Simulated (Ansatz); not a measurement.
# BaTiO3 (Barioperovskite): G0W0 under other settings

Aim: change settings of a G0W0 run on BaTiO3 (Barioperovskite) and see what moves.

Calculated with Ansatz 0.2.0; G0W0 on LDA, plane waves, PAW.

Report form: the programs' logs are mostly left out.

### 1. The structure

The structure is orthorhombic, space group Amm2 (No. 38). The conventional cell has a = 3.986 Å, b = 5.674 Å, c = 5.690 Å, α = 90.00°, β = 90.00°, γ = 90.00°. Ba has 12 O at 2.77 to 2.92 Å nearest. Nearest to Ti lie 6 O at 1.93 to 2.09 Å. Nearest to O lie 2 Ti at 2.00 Å and 4 Ba at 2.77 to 2.92 Å. Nearest to O lie 2 Ti at 1.93 to 2.09 Å and 4 Ba at 2.81 to 2.84 Å. Farther neighbours and most contacts between anions are not listed.

The cell and positions come from the Crystallography Open Database and are kept as given unless a step says otherwise. Spin-orbit coupling is left out unless a step names it. The default PAW set here is soft_1. Its files were made with PBE; for other functionals the partial waves and projectors stay those of PBE.

### 2. The base run: 4×4×4 mesh, 83 empty bands, screening to 69 eV

G0W0 replaces the xc potential by the self-energy, built once from these orbitals. Only a window of levels is corrected, while the sums run over the empty bands that the input names.

input.yaml reads:

```yaml
crystal:
  lattice:
    - [3.9855, 0.0, 0.0]
    - [0.0, 2.8369, 2.84515]
    - [0.0, -2.8369, 2.84515]
  atoms:
    - { symbol: Ba, position: [0.0, 0.0, 0.0] }
    - { symbol: Ti, position: [0.5, 0.5124, 0.5124] }
    - { symbol: O, position: [0.0, 0.4874, 0.4874] }
    - { symbol: O, position: [0.5, 0.50524, 0.99184] }
    - { symbol: O, position: [0.5, 0.99184, 0.50524] }
kpoints:
  mp_grid: { grid: [4, 4, 4] }
hamiltonian:
  xc: lda
  pseudopotentials: { kind: paw, azcp: { folder: "./paw" } }
scf:
  occupations: { method: fixed }
gw:
  n_empty_bands: 83
  ecut_chi: 69
  qp_bands: [v2, c2]
  qp_kpoints: band_edges
  screening: { model: contour_deformation }
```

Command:

```sh
ansatz run input.yaml --threads 3 --pin off --max-ram 92160MiB --backend cuda --events-out ev --progress --plain --runs-dir out --devices 1 --max-vram 13GiB
```

Elapsed: 21 s, on 1 × NVIDIA H100 80GB HBM3 (shared by 6 runs) with 3 threads of AMD EPYC 7R13 (Zen 3), shared host; peak memory 1.1 GiB.

This step gave:

```yaml
bands_summed: 103
rpa_eps_infinity_on_this_mesh_eigenvalues: 6.584, 6.649, 6.716
plane_waves_in_the_screening_matrix: 81
q_points_in_the_mesh: 64
g0w0_gap_on_the_mesh: 3.460 eV
k_of_the_valence_top: -0.5, -0.5, -0.5
k_of_the_conduction_bottom: 0, 0, 0
starting_gap_on_the_mesh: 1.822 eV
z_at_the_valence_top: 0.7191
z_at_the_conduction_bottom: 0.7378
least_direct_g0w0_gap_on_the_computed_points: 3.584 eV
```

The gap on the mesh goes from 1.82 eV to 3.46 eV, a correction of +1.64 eV. Between the two edge states, bare exchange in place of the xc potential would open the gap by 12.80 eV, and correlation takes back 11.16 eV.

### 3. Variant: static remainder

This step: G0W0 on LDA, plane waves, norm-conserving pseudopotentials.

input.yaml, the sections that differ from step 2:

```yaml
hamiltonian:
  xc: lda
  pseudopotentials: { kind: nc }
gw:
  n_empty_bands: 67
  ecut_chi: 100
  qp_bands: [v2, c2]
  qp_kpoints: band_edges
  screening: { model: contour_deformation }
  static_remainder: true
# crystal, kpoints, scf: as in step 2
```

Wall time 24 s (1 × NVIDIA H100 80GB HBM3 (shared by 6 runs) with 3 threads); peak memory 1.2 GiB.

Against the base:

| setting | base | variant |
| --- | --- | --- |
| files | default PAW | norm-conserving |
| empty bands | 83 | 67 |
| screening cutoff (eV) | 69 | 100 |
| static remainder | - | true |

```csv
quantity,variant,base
starting gap on the mesh,1.838,1.822
G0W0 gap on the mesh,3.341,3.460
least direct G0W0 gap on the computed points,3.543,3.584
Z at the valence top,0.717,0.719
Z at the conduction bottom,0.738,0.738
```

### 4. Variant: guard bands

This step: G0W0 on LDA, plane waves, PAW.

input.yaml, the sections that differ from step 3:

```yaml
hamiltonian:
  xc: lda
  pseudopotentials: { kind: paw, azcp: { folder: "./paw" } }
gw:
  n_empty_bands: 104
  ecut_chi: 80
  qp_bands: [v2, c2]
  qp_kpoints: band_edges
  screening: { model: contour_deformation }
  n_guard_bands: 2
# crystal, kpoints, scf: as in step 3
```

The job ended after 19 s (1 × NVIDIA H100 80GB HBM3 (shared by 6 runs) with 3 threads; peak memory 1.1 GiB).

The G0W0 gap on the mesh is 3.431 eV.

Against the base:

| setting | base | variant |
| --- | --- | --- |
| empty bands | 83 | 104 |
| screening cutoff (eV) | 69 | 80 |
| n guard bands | - | 2 |

```
                                    quantity  variant   base
                    starting gap on the mesh    1.822  1.822
                        G0W0 gap on the mesh    3.431  3.460
least direct G0W0 gap on the computed points    3.559  3.584
                        Z at the valence top    0.717  0.719
                  Z at the conduction bottom    0.737  0.738
```

### 5. Results

```json
{"base": "3.46 eV, 21 s", "static remainder": "3.34 eV, 24 s", "guard bands": "3.43 eV, 19 s"}
```

**Reading.** Static remainder: the gap moves by −0.12 eV (the plane-wave cutoff goes from 420 to 1142.88 eV); such settings are too crude to quote. The variant differs from the base in files, empty bands, screening cutoff and static remainder together, so the change can't be laid to one of them. This option needs pseudo pair densities, which the log warns can misplace gaps. Guard bands: the gap moves by −0.03 eV. The variant differs from the base in empty bands, screening cutoff and n guard bands together, so the change can't be laid to one of them. All runs here use a coarse mesh and modest cutoffs; they test settings and are not final values. The 4×4×4 mesh is coarse for this cell (its supercell is 16 Å along the shortest edge). The RPA ε∞ on it, from the LDA start, is 6.58, 6.65 and 6.72; such meshes misread the long-range screening, most where the gap is narrow. The many-body steps are scalar-relativistic: spin-orbit coupling is not in them.

[Paths, hosts, dates, memory and timing lines, banners, echoed tables and standing remarks are left out of the program output.]

[Logs are printed without paths, hosts, clocks, repeated set-up lines and the standing remarks that a program may print on its own settings, such as how far it seeks lower states.]

[Runs of the session that timed out or met a known fault of the program may be left out.]

[Cells called generated may have been cut or substituted from an entry of the Crystallography Open Database or the Materials Project.]

[Hosts, paths, dates, database ids (printed as entryN), source tags and the programs' standing remarks are cut or masked in the printed files.]
